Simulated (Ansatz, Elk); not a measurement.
# Bonding as seen by X-rays: NaRhSO

Structure refinements treat a crystal as free atoms side by side. For a made-up structure of NaRhSO (cell and positions from a PBE relaxation) the runs below show what the calculated density changes in F(hkl).

Calculated with Elk 11.2.3 (patched build); DFT, PBE, all-electron APW+lo, Dirac cores, scalar-relativistic bands, static density, no spin.

This account leaves out most program logs.

The structure was built from a prototype and need not be the compound's stable phase.

### Step 1. The structure

The structure is trigonal, space group R3m (No. 160). Conventional cell: a = 3.440 Å, b = 3.440 Å, c = 18.880 Å, α = 90.00°, β = 90.00°, γ = 120.00°. Rh has 3 O at 2.23 Å and 3 S at 2.28 Å nearest. Nearest to S lie 3 Rh at 2.28 Å and 3 Na at 2.84 Å. Nearest to Na lie 1 O at 2.14 Å and 3 S at 2.84 Å. Nearest to O lie 1 Na at 2.14 Å and 3 Rh at 2.23 Å. Farther neighbours and most contacts between anions are not listed.

### Step 2. Ground state and structure factors

An all-electron density is needed, since X-rays see the cores too. Task 0 finds the density and task 195 Fourier-transforms it; tshift is off so that phases refer to the origin typed.

elk.in reads:

```
tasks
  0
  195

xctype
  20

spinpol
  .false.

rgkmax
  7.0

gmaxvr
  14.0

lmaxo
  7

lmaxapw
  8

swidth
  0.002

tshift
  .false.

ramdisk
  .false.

hmaxvr
  5.5

maxscl
  120

epspot
  1e-06

sppath
  './'

avec
  3.24991947412 1.87634188354 11.89273076406
  -3.24991947412 1.87634188354 11.89273076406
  0.00000000000 -3.75268376614 11.89273076421

atoms
  4
  'Rh.in'
  1
  0.9969949169 0.9969949169 0.9969949169   0.000000 0.000000 0.000000
  'S.in'
  1
  0.7225485262 0.7225485262 0.7225485262   0.000000 0.000000 0.000000
  'Na.in'
  1
  0.1632129937 0.1632129937 0.1632129937   0.000000 0.000000 0.000000
  'O.in'
  1
  0.2768102302 0.2768102302 0.2768102302   0.000000 0.000000 0.000000

ngridk
  8 8 8
```

Started as:

```console
$ OMP_NUM_THREADS=4 elk
```

It took 86 s on 4 threads of Intel Xeon Platinum 8259CL at 2.50GHz (Skylake/Cascade Lake), shared host; peak memory 0.2 GiB.

SFACRHO.OUT:

```text

h k l indices transformed by vhmat matrix:
   1.000000000       0.000000000       0.000000000    
   0.000000000       1.000000000       0.000000000    
   0.000000000       0.000000000       1.000000000    

      h      k      l  multipl.   |H|            Re(F)            Im(F)           |F|

      0      0      0      1   0.0000000       80.000001      0.83924708E-16   80.000001    
     -1     -1     -1      1  0.52832150       43.843163      -4.4512749       44.068547    
      1      1      1      1  0.52832150       43.843163       4.4512749       44.068547    
      2      2      2      1   1.0566430       36.898186     -0.25952604       36.899099    
     -2     -2     -2      1   1.0566430       36.898186      0.25952604       36.899099    
      0      1      0      3   1.1300189       39.193330       1.1541568       39.210320    
     -1      0      0      3   1.1300189       39.193330      -1.1541568       39.210320    
      0     -1     -1      3   1.1704631       16.114299      -8.2916740       18.122431    
      1      1      0      3   1.1704631       16.114299       8.2916740       18.122431    
      1      1      2      3   1.3199048       44.410872      -12.944306       46.258843    
     -2     -1     -1      3   1.3199048       44.410872       12.944306       46.258843    
      1      2      2      3   1.4217146       25.951770      -13.973562       29.474647    
     -1     -2     -2      3   1.4217146       25.951770       13.973562       29.474647    
      3      3      3      1   1.5849645       10.490103      -3.8600727       11.177765    
     -3     -3     -3      1   1.5849645       10.490103       3.8600727       11.177765    
     -2     -3     -2      3   1.6630099       51.242404      -3.2352263       51.344432    
      3      2      2      3   1.6630099       51.242404       3.2352263       51.344432    
     -3     -2     -3      3   1.7974448       31.989739       2.8416184       32.115700
```

Elk indexes on the primitive cell of elk.in and gives |H| = 4π sin θ/λ in inverse bohr. Below, one row stands for each form hkl of the conventional cell (m members, Friedel mates merged), F is for one primitive cell and the density is static (no thermal factor). Free-atom factors are Waasmaier and Kirfel's, and R is Σm||F|−|F'||/Σm|F|.

| hkl | m | sin θ/λ (Å⁻¹) | abs F, DFT | neutral atoms | diff. | abs of complex diff. |
| --- | --- | --- | --- | --- | --- | --- |
| 003 | 2 | 0.079 | 44.069 | 43.900 | +0.168 | 0.183 |
| 006 | 2 | 0.159 | 36.899 | 37.433 | -0.534 | 0.535 |
| 101 | 6 | 0.170 | 39.210 | 39.309 | -0.099 | 0.163 |
| 012 | 6 | 0.176 | 18.122 | 18.610 | -0.488 | 0.561 |
| 104 | 6 | 0.199 | 46.259 | 46.202 | +0.057 | 0.241 |
| 015 | 6 | 0.214 | 29.475 | 29.820 | -0.346 | 0.350 |
| 009 | 2 | 0.238 | 11.178 | 11.390 | -0.212 | 0.302 |
| 107 | 6 | 0.250 | 51.344 | 51.560 | -0.215 | 0.216 |
| 018 | 6 | 0.270 | 32.116 | 32.244 | -0.129 | 0.152 |
| 110 | 6 | 0.291 | 51.506 | 51.554 | -0.048 | 0.048 |
| 113 | 12 | 0.301 | 30.214 | 30.293 | -0.079 | 0.092 |
| 1 0 10 | 6 | 0.314 | 27.287 | 27.388 | -0.101 | 0.114 |
| 0 0 12 | 2 | 0.318 | 32.053 | 32.162 | -0.109 | 0.119 |
| 116 | 12 | 0.331 | 28.919 | 29.024 | -0.106 | 0.126 |

### Step 3. The highest occupied states alone

An energy window below the Fermi level keeps the highest occupied states, to see at which angles they scatter; shallow core shells can lie inside it and anion s states outside. No new self-consistency is needed.

elk.in: that of step 2 with these lines changed.

```diff
@@ -1,3 +1,2 @@
 tasks
-  0
   195
@@ -40,2 +39,5 @@
 
+wsfac
+  -0.248670 0.492320
+
 sppath
```

Started as:

```console
$ OMP_NUM_THREADS=4 elk
```

Wall time 9.2 s (4 threads); peak memory 0.16 GiB; 13 s of CPU time.

States within 12 eV below the Fermi level hold 18.00 electrons; any levels below the window count with the cores. Their amplitudes can exceed the total, where window and core parts have opposite phase:

| hkl | sin θ/λ (Å⁻¹) | abs F, window | abs F, all |
| --- | --- | --- | --- |
| 003 | 0.079 | 10.458 | 44.069 |
| 006 | 0.159 | 2.236 | 36.899 |
| 101 | 0.170 | 3.831 | 39.210 |
| 012 | 0.176 | 0.628 | 18.122 |
| 104 | 0.199 | 6.501 | 46.259 |
| 015 | 0.214 | 1.041 | 29.475 |
| 009 | 0.238 | 0.280 | 11.178 |
| 107 | 0.250 | 4.312 | 51.344 |
| 018 | 0.270 | 2.593 | 32.116 |
| 110 | 0.291 | 3.253 | 51.506 |

### Step 4. Another functional

The difference from free atoms is small, so it is set against the change that PBEsol makes.

elk.in: that of step 3 with these lines changed.

```diff
@@ -1,2 +1,3 @@
 tasks
+  0
   195
@@ -4,3 +5,3 @@
 xctype
-  20
+  22
 
@@ -39,5 +40,2 @@
 
-wsfac
-  -0.248670 0.492320
-
 sppath
```

Started as:

```console
$ OMP_NUM_THREADS=4 elk
```

The job ended after 85 s (4 threads; peak memory 0.2 GiB).

Against the first run R = 0.03 %; the largest change is -0.038 at 104.

### Step 5. Basis size

The basis and the expansions that go with it are enlarged, to see whether the differences are converged.

elk.in: that of step 4 with these lines changed.

```diff
@@ -5,3 +5,3 @@
 xctype
-  22
+  20
 
@@ -11,12 +11,12 @@
 rgkmax
-  7.0
+  8.5
 
 gmaxvr
-  14.0
+  18.0
 
 lmaxo
-  7
+  9
 
 lmaxapw
-  8
+  10
```

Started as:

```console
$ OMP_NUM_THREADS=4 elk
```

The job ended after 3.8 min (4 threads; peak memory 0.39 GiB).

Against the first run R = 0.01 %; the largest change is +0.007 at 110.

### Step 6. Basis size

A smaller basis shows how fast F responds to it; the change is likely larger than the basis error of the first run, but doesn't show convergence.

elk.in: that of step 5 with these lines changed.

```diff
@@ -11,12 +11,12 @@
 rgkmax
-  8.5
+  5.5
 
 gmaxvr
-  18.0
+  14.0
 
 lmaxo
-  9
+  7
 
 lmaxapw
-  10
+  8
```

Started as:

```console
$ OMP_NUM_THREADS=4 elk
```

Run time: 55 s. Hardware: 4 threads; peak memory 0.19 GiB; 2.8 min of CPU time.

Against the first run R = 0.05 %; the largest change is -0.057 at 107.

### Step 7. Settings against the effect

| run | R against the first run (%) | R against neutral atoms, low angle (%) | wall time |
| --- | --- | --- | --- |
| PBE, rgkmax 7 | 0.00 | 0.56 | 86 s |
| PBEsol | 0.03 | 0.57 | 85 s |
| rgkmax 8.5 with larger expansions | 0.01 | 0.56 | 3.8 min |
| rgkmax 5.5 | 0.05 | 0.59 | 55 s |

### Step 8. What came out

```json
{
  "R against neutral atoms, sin θ/λ < 0.3 Å⁻¹": "0.56 %",
  "R against neutral atoms, 0.3 to 0.82 Å⁻¹": "0.46 %"
}
```

In words: Independent neutral atoms miss the calculated amplitudes by R = 0.56 % below 0.3 Å⁻¹ and 0.46 % from there to 0.82 Å⁻¹; by shells, 0.38 % below 0.15 Å⁻¹ (1 form), 0.57 % 0.15 to 0.3 (9 forms), 0.41 % 0.3 to 0.45 (20 forms), 0.47 % above 0.45 (115 forms). Bonding, aspherical density and the tables' own atoms all enter these figures, and the runs don't part them. The largest change of an amplitude is -0.53 electrons, at 006. R counts amplitudes alone; phases shift too. The window's part falls from 18.0 electrons at the origin to at most 0.68 between 0.45 and 0.82 Å⁻¹. Below 0.3 Å⁻¹ the changes that finished (PBEsol, rgkmax 8.5 with larger expansions and rgkmax 5.5) move F by R = 0.07 % at most, against the 0.56 % that separates it from free atoms. The k-mesh has no finished test. These runs have no spin, though d or f shells may be open. Part of the difference isn't bonding: the tables are fits to free atoms and ions calculated by other methods than this functional. Thermal motion, anomalous dispersion and extinction are left out.

[Logs are printed without paths, hosts, clocks, repeated set-up lines and the standing remarks that a program may print on its own settings, such as how far it seeks lower states.]

[Hosts, paths, dates, database ids (printed as entryN), source tags and the programs' standing remarks are cut or masked in the printed files.]
